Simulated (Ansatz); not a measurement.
## La3TlC (Pm-3m): following an unstable mode

Wanted: the energy along a soft mode of La3TlC (Pm-3m) and the structure at the end.

Calculated with Ansatz 0.2.0; DFT PBEsol, scalar-relativistic, plane waves, PAW; PAW set soft_1.

Most raw output is cut from this account.

### Step 1. The structure

The structure is cubic, space group Pm-3m (No. 221). Conventional cell: a = 5.163 Å, b = 5.163 Å, c = 5.163 Å, α = 90.00°, β = 90.00°, γ = 90.00°. La has 2 C at 2.58 Å and 8 La at 3.65 Å and 4 Tl at 3.65 Å nearest. Nearest to Tl lie 12 La at 3.65 Å. Nearest to C lie 6 La at 2.58 Å. Farther neighbours are not listed.

### Step 2. Response at finite wavevector

The cell comes from relaxations at this level that are not shown. Stability and thermal properties need the whole zone. Linear response on a 2×2×2 q mesh gives force constants as far as a supercell of that size would.

Contents of input.yaml:

```yaml
crystal:
  lattice:
    - [5.1631067513, 0.0, 0.0]
    - [0.0, 5.1631067513, 0.0]
    - [0.0, 0.0, 5.1631067513]
  atoms:
    - { symbol: La, position: [0.5, 0.0, 0.5] }
    - { symbol: La, position: [0.0, 0.5, 0.5] }
    - { symbol: La, position: [0.5, 0.5, 0.0] }
    - { symbol: Tl, position: [0.0, 0.0, 0.0] }
    - { symbol: C, position: [0.5, 0.5, 0.5] }
kpoints:
  mp_grid: { grid: [8, 8, 8] }
hamiltonian:
  xc: pbesol
  pseudopotentials: { kind: paw, azcp: { folder: soft_1 }, xc_functional: pbe }
scf:
  occupations: { method: methfessel_paxton, width: 0.2 }
output:
  eigenvalues: true
phonons:
  method: dfpt
  qmesh: [2, 2, 2]
  temperatures: { t_max: 1000, t_step: 50 }
  qpath:
    path:
      - [[0.0, 0.0, 0.0], [0.0, 0.5, 0.0], [0.5, 0.5, 0.0], [0.0, 0.0, 0.0], [0.5, 0.5, 0.5], [0.0, 0.5, 0.0]]
      - [[0.5, 0.5, 0.5], [0.5, 0.5, 0.0]]
    npoints: 10
```

Launch:

```bash
ansatz run input.yaml --threads 4 --pin off --max-ram 10240MiB --backend cpu --events-out ev --progress --plain --runs-dir out
```

Wall time 7.8 min (4 threads of Arm Neoverse V1, shared host); peak memory 2 GiB.

Numbers from this step:

```yaml
volume_per_atom: 27.53 Å³
gap_on_the_k_mesh: 0 eV
sum_rule_residual_before_enforcement: 2.86e-5 eV/Å²
lowest_frequency_on_the_path: -151.1 cm⁻¹
point_group: m-3m
highest_frequency_on_the_path_or_at_a_solved_wavevector: 383.6 cm⁻¹
highest_optical_mode_at_the_zone_centre_no_lo_to_term: 130.8 cm⁻¹
lowest_optical_zone_centre_mode: -151.1 cm⁻¹
lowest_mode_on_the_q_mesh_acoustic_modes_at_gamma_apart: -151.1 cm⁻¹
```

Frequencies (cm⁻¹) solved at each irreducible wavevector; negative means imaginary. Frequencies by wavevector, by row:

```csv
q in reciprocal lattice units,star,mode 1,mode 2,mode 3,mode 4,mode 13,mode 14,mode 15
0 0 0,1,-151.1,-151.1,-151.1,-40.9,130.8,130.8,130.8
0 0 -0.5,3,-97.1,-97.1,45.1,45.1,130.1,130.8,377.6
0 -0.5 -0.5,3,14.2,55.2,55.2,56.1,243,371.1,371.1
-0.5 -0.5 -0.5,1,-25.1,-25.1,-25.1,47.9,383.6,383.6,383.6
```

Interpolated from a 2×2×2 q mesh. Phonon branches along the path, in cm⁻¹:

```csv
point,branch 1,branch 2,branch 3,branch 4,branch 12,branch 13,branch 14,branch 15
Γ,-151,-151,-151,-41,58,131,131,131
halfway,-119,-119,22,22,127,127,131,245
X,-97,-97,45,45,130,130,131,378
halfway,34,39,47,50,144,179,261,374
M,14,55,55,56,154,243,371,371
halfway,15,19,36,41,136,139,253,253
Γ,-151,-151,-151,-41,58,131,131,131
halfway,9,33,33,52,150,273,273,273
R,-25,-25,-25,48,185,384,384,384
halfway,25,28,37,53,159,292,292,376
X,-97,-97,45,45,130,130,131,378
jump to R,-25,-25,-25,48,185,384,384,384
halfway,-15,29,29,52,171,320,377,377
M,14,55,55,56,154,243,371,371
```

Symmetry leaves 4 wavevectors to solve. The lowest mode among them, the acoustic zeros apart, lies at Γ and is imaginary, 151.1i cm⁻¹, so the energy falls along it.

### Step 3. The mode frozen in, largest atomic shift 0 Å

The mode followed lies at Γ with frequency 151.1i cm⁻¹ and is 3-fold degenerate, the softest among the wavevectors solved. At small amplitude the distorted cell has space group no. 38 by a symmetry search on the positions. The undistorted cell that holds it gives the zero of energy on the same k mesh.

input.yaml, the sections that differ from step 2:

```yaml
output:
  forces: true
  stress: true
  eigenvalues: true
# crystal, kpoints, hamiltonian, scf: as in step 2
# phonons: removed
```

Elapsed: 3.6 s, on 4 threads; peak memory 0.53 GiB; 14 s of CPU time.

Numbers from this step:

* pressure: -1.93e-4 GPa
* energy from the undistorted cell: 0 meV/atom

The run ends at a pressure of 0.00 GPa.

### Step 4. The mode frozen in, largest atomic shift 0.14 Å

The atoms are moved along the unstable eigenvector, the largest shift by 0.14 Å, with the cell fixed.

input.yaml, the sections that differ from step 3:

```yaml
crystal:
  lattice:
    - [5.1631067513, 0.0, 0.0]
    - [0.0, 5.1631067513, 0.0]
    - [0.0, 0.0, 5.1631067513]
  atoms:
    - { symbol: La, position: [0.5, -0.0006370153, 0.4996116466] }
    - { symbol: La, position: [0.0, 0.4996116466, 0.4996116466] }
    - { symbol: La, position: [0.5, 0.4996116466, -0.0006370153] }
    - { symbol: Tl, position: [0.0, -0.0001659627, -0.0001659627] }
    - { symbol: C, position: [0.5, 0.5191735236, 0.5191735236] }
# kpoints, hamiltonian, scf, output: as in step 3
```

Run time: 14 s. Hardware: 4 threads; peak memory 0.64 GiB.

Numbers from this step:

```
pressure                         : 0.03101 GPa
energy from the undistorted cell : -1.142 meV/atom
```

The energy, extrapolated to zero smearing, is -1.14 meV/atom against the undistorted cell.

The run ends at a pressure of 0.03 GPa, with forces up to 0.031 eV/Å.

### Step 5. Energy along the mode, all amplitudes (two of the runs are shown above)

An imaginary frequency means negative curvature, so the energy should fall and then rise again as anharmonic terms take over.

Numbers from this step:

- depth at the lowest point sampled: 1.142 meV/atom
- largest atomic shift at that point: 0.14 Å

Table of energy from the parent by largest atomic shift:

```csv
largest atomic shift (Å),energy from the parent (meV/atom)
0.000,0
0.040,-0.162
0.080,-0.56
0.140,-1.14
0.220,-0.324
0.320,7.73
```

Displacement at unit largest shift by atom:

```csv
atom,x (Å),y (Å),z (Å),size
La1,0.000,-0.023,-0.014,0.027
La2,0.000,-0.014,-0.014,0.020
La3,0.000,-0.014,-0.023,0.027
Tl4,0.000,-0.006,-0.006,0.008
C5,0.000,0.707,0.707,1.000
```

The lowest of the steps tried is at 0.14 Å, 1.14 meV/atom below the parent; the bottom of the well need not coincide with a step.

### Step 6. Relaxing from the distorted cell

Starting from the lowest point found, all atoms and the cell are let go, so that strain and other modes of the same symmetry can join in.

input.yaml: that of step 4 with these lines changed.

```diff
@@ -22 +22,6 @@
   eigenvalues: true
+relax:
+  adjacent_minimum: "off"
+  f_tol: 0.002
+  max_steps: 120
+  cell: { stress_tol: 0.03 }
```

Wall time 5.4 min (4 threads); peak memory 0.81 GiB; 21 min of CPU time.

The steps of the relaxation:

```csv
step,energy less that of the first step (eV),largest force component (eV/Å),pressure (GPa),volume (Å³)
1,0.0000,0.0268,0.03,137.64
2,0.0014,0.1639,-0.15,137.73
3,-0.0015,0.0244,-0.01,137.69
4,-0.0023,0.0189,0.01,137.61
5,-0.0025,0.0060,-0.03,137.71
6,-0.0025,0.0020,0.00,137.65
7,-0.0025,0.0024,0.00,137.65
8,-0.0026,0.0037,0.00,137.65
9,-0.0027,0.0089,0.01,137.65
10,-0.0032,0.0187,0.00,137.68
11,-0.0053,0.0344,-0.03,137.69
12,-0.0126,0.0487,-0.08,137.63
13,-0.0015,0.1787,-0.43,137.15
14,-0.0188,0.1049,0.15,136.91
15,-0.0102,0.2229,-0.07,136.32
16,-0.0222,0.0138,-0.06,136.88
17,-0.0224,0.0043,0.00,136.86
18,-0.0225,0.0049,0.00,136.82
19,-0.0225,0.0030,-0.01,136.85
20,-0.0225,0.0015,0.00,136.83
21*,-0.0225,0.0015,0.00,136.83
```

Relaxation steps marked * repeat the geometry before them on a plane-wave basis chosen anew for their cell, so energy and pressure can jump there. Relaxation steps 2, 13, 15 were tried and not accepted.

The run keeps the 4 symmetry operations that it works with, so distortions that break them were not tested.

```csv
"conventional cell, symmetrised",before,after,change
a (Å),5.163,5.034,-2.5 %
b (Å),7.302,7.363,+0.8 %
c (Å),7.302,7.383,+1.1 %
volume (Å³/atom),27.53,27.37,-0.6 %
```

The atoms that moved most (Å, as changes of fractional coordinates times the final cell):

```csv
atom,dx,dy,dz,length
La2,0.000,-0.122,-0.122,0.172
La3,0.000,0.106,-0.006,0.106
La1,0.000,-0.006,0.106,0.106
C5,0.000,0.012,0.012,0.017
Tl4,0.000,0.010,0.010,0.014
```

Final coordinates:

```xyz
5
Lattice="5.0340 0.0000 0.0000 0.0000 5.2135 0.0071 0.0000 0.0071 5.2135" Properties=species:S:1:pos:R:3 pbc="T T T"
La    2.5170   -0.0055    2.7108
La    0.0000    2.4863    2.4863
La    2.5170    2.7108   -0.0055
Tl    0.0000    0.0091    0.0091
C     2.5170    2.7221    2.7221
```

This step gave:

```
pressure        : -8.63e-4 GPa
volume per atom : 27.37 Å³
```

The distorted start has space group Amm2; the relaxation ends in Amm2.

### Step 7. The new phase in its own primitive cell

The relaxed structure is symmetrised, reduced to its primitive cell and relaxed tightly, as its phonons need.

input.yaml, the sections that differ from step 6:

```yaml
crystal:
  lattice:
    - [5.0339992029, 0.0, 0.0]
    - [0.0, 3.6814855992, 3.6915706545]
    - [0.0, -3.6814855992, 3.6915706545]
  atoms:
    - { symbol: La, position: [0.5, 0.9982289612, 0.5199620564] }
    - { symbol: La, position: [0.0, 0.4762504432, 0.4762504432] }
    - { symbol: La, position: [0.5, 0.5199620564, 0.9982289612] }
    - { symbol: Tl, position: [0.0, 0.0017370098, 0.0017370098] }
    - { symbol: C, position: [0.5, 0.5214153683, 0.5214153683] }
relax:
  adjacent_minimum: "off"
  f_tol: 0.001
  max_steps: 60
  cell: { stress_tol: 0.01 }
# kpoints, hamiltonian, scf, output: as in step 6
```

Wall time 64 s (4 threads); peak memory 0.69 GiB.

Little changed from the start: no atom moved by 0.005 Å and no cell edge by 0.1 %.

This step gave:

| Item | Value |
| --- | --- |
| pressure | 2.31e-4 GPa |

The largest force component left is 0.88 meV/Å and the pressure is 0.000 GPa, within the tolerances set. The cell now holds 27.37 Å³/atom.

### Step 8. Modes of the new phase

A relaxed structure may still be a saddle point, so its zone-centre modes are computed. No field response is asked, since the mesh shows no gap.

input.yaml, the sections that differ from step 7:

```yaml
crystal:
  lattice:
    - [5.0337316431, 0.0, 0.0]
    - [0.0, 3.6814693082, 3.691776196]
    - [0.0, -3.6814693082, 3.691776196]
  atoms:
    - { symbol: La, position: [0.5, 0.99819274, 0.5199451253] }
    - { symbol: La, position: [0.0, 0.4762558685, 0.4762558685] }
    - { symbol: La, position: [0.5, 0.5199451253, 0.99819274] }
    - { symbol: Tl, position: [0.0, 0.0018018394, 0.0018018394] }
    - { symbol: C, position: [0.5, 0.5213982657, 0.5213982657] }
output:
  eigenvalues: true
phonons:
  method: dfpt
# kpoints, hamiltonian, scf: as in step 7
# relax: removed
```

Wall time 6.2 min (4 threads); peak memory 3.3 GiB; 24 min of CPU time.

Numbers from this step:

```
sum-rule residual before enforcement                    : 1.18e-4 eV/Å²
point group                                             : mm2
highest optical mode at the zone centre (no LO-TO term) : 273.6 cm⁻¹
lowest optical zone-centre mode                         : 5.81 cm⁻¹
```

Patterns of degenerate modes are one choice out of their space. Modes at Γ, with each element's share of the kinetic energy:

```csv
mode,frequency (cm⁻¹),symmetry,La %,Tl %,C %
1,0.0,acoustic,66,32,2
2,0.0,acoustic,66,32,2
3,0.0,acoustic,66,32,2
4,5.8,A2,100,0,0
5,14.1,B2,95,5,0
6,58.2,A1,97,1,1
7,59.6,B2,36,63,1
8,63.3,B1,31,68,1
9,65.4,A1,33,66,1
10,124.4,B1,96,0,4
11,127.4,B2,96,0,4
12,135.4,A1,99,0,1
13,202.1,B2,7,0,93
14,216.2,B1,7,0,93
15,273.6,A1,4,0,95
```

Displacements in mode 5 (14.1 cm⁻¹), the largest set to 1:
```
La1  0.00 -0.32  0.41
La2  0.00  1.00  0.00
La3  0.00 -0.32 -0.41
Tl4  0.00 -0.23  0.00
C5   0.00 -0.16  0.00
```

Displacements in mode 13 (202.1 cm⁻¹), the largest set to 1:
```
La1  0.00 -0.05 -0.03
La2  0.00  0.01  0.00
La3  0.00 -0.05  0.03
Tl4  0.00  0.00  0.00
C5   0.00  1.00  0.00
```

Before it was imposed, the acoustic sum rule was missed by 1.2e-4 eV/Å². Small misses are needed for a sound result but don't prove that mesh and cutoff are converged. The lowest optical mode is real, 5.8 cm⁻¹.

### Step 9. Outcome

```
unstable mode of the parent                                                      : q = (0, 0, 0), 151i cm⁻¹
depth at the lowest point sampled                                                : 1.14 meV/atom
largest atomic shift at that point                                               : 0.14 Å
space group reached (within 0.01 Å)                                              : Amm2
energy gained over the parent (first relaxation, on the mesh of the frozen mode) : 5.95 meV/atom
volume per atom, phase reached                                                   : 27.4 Å³
lowest optical zone-centre mode, phase reached                                   : 5.8 cm⁻¹
highest optical mode at the zone centre (no LO-TO term), phase reached           : 274 cm⁻¹
```

What this shows: Along this mode the structure falls into Amm2, 5.95 meV/atom below the parent. At the parent's cell the well is 1.142 meV/atom deep on the steps tried, with its lowest point at a shift of 0.14 Å. Relaxing atoms and cell changes the gain by +4.81 meV/atom against the lowest step (energies at zero smearing). Most of the total comes from this relaxation. The new phase has no imaginary mode at the zone centre of its cell; other wavevectors were not checked. Of the 5 patterns followed to their end from this parent, this one reaches the lowest energy. Each path keeps the symmetry of its pattern, so a lower phase may lie along a pattern not tried. With no gap, or one that is small against the smearing, the frequencies hang on the k mesh and the smearing, most of all near Kohn anomalies. An optical mode within 15 cm⁻¹ of zero is at the mercy of small errors in the force constants, and even its sign is uncertain. Spin-orbit coupling is left out, which can matter for the heavy elements here. The PAW files were made for PBE and serve the other functionals too. A phonon run warned that its eigensolver left some bands unconverged in a pass.

[Logs are printed without paths, hosts, clocks, repeated set-up lines and the standing remarks that a program may print on its own settings, such as how far it seeks lower states.]

[Hosts, paths, dates, database ids (printed as entryN), source tags and the programs' standing remarks are cut or masked in the printed files.]
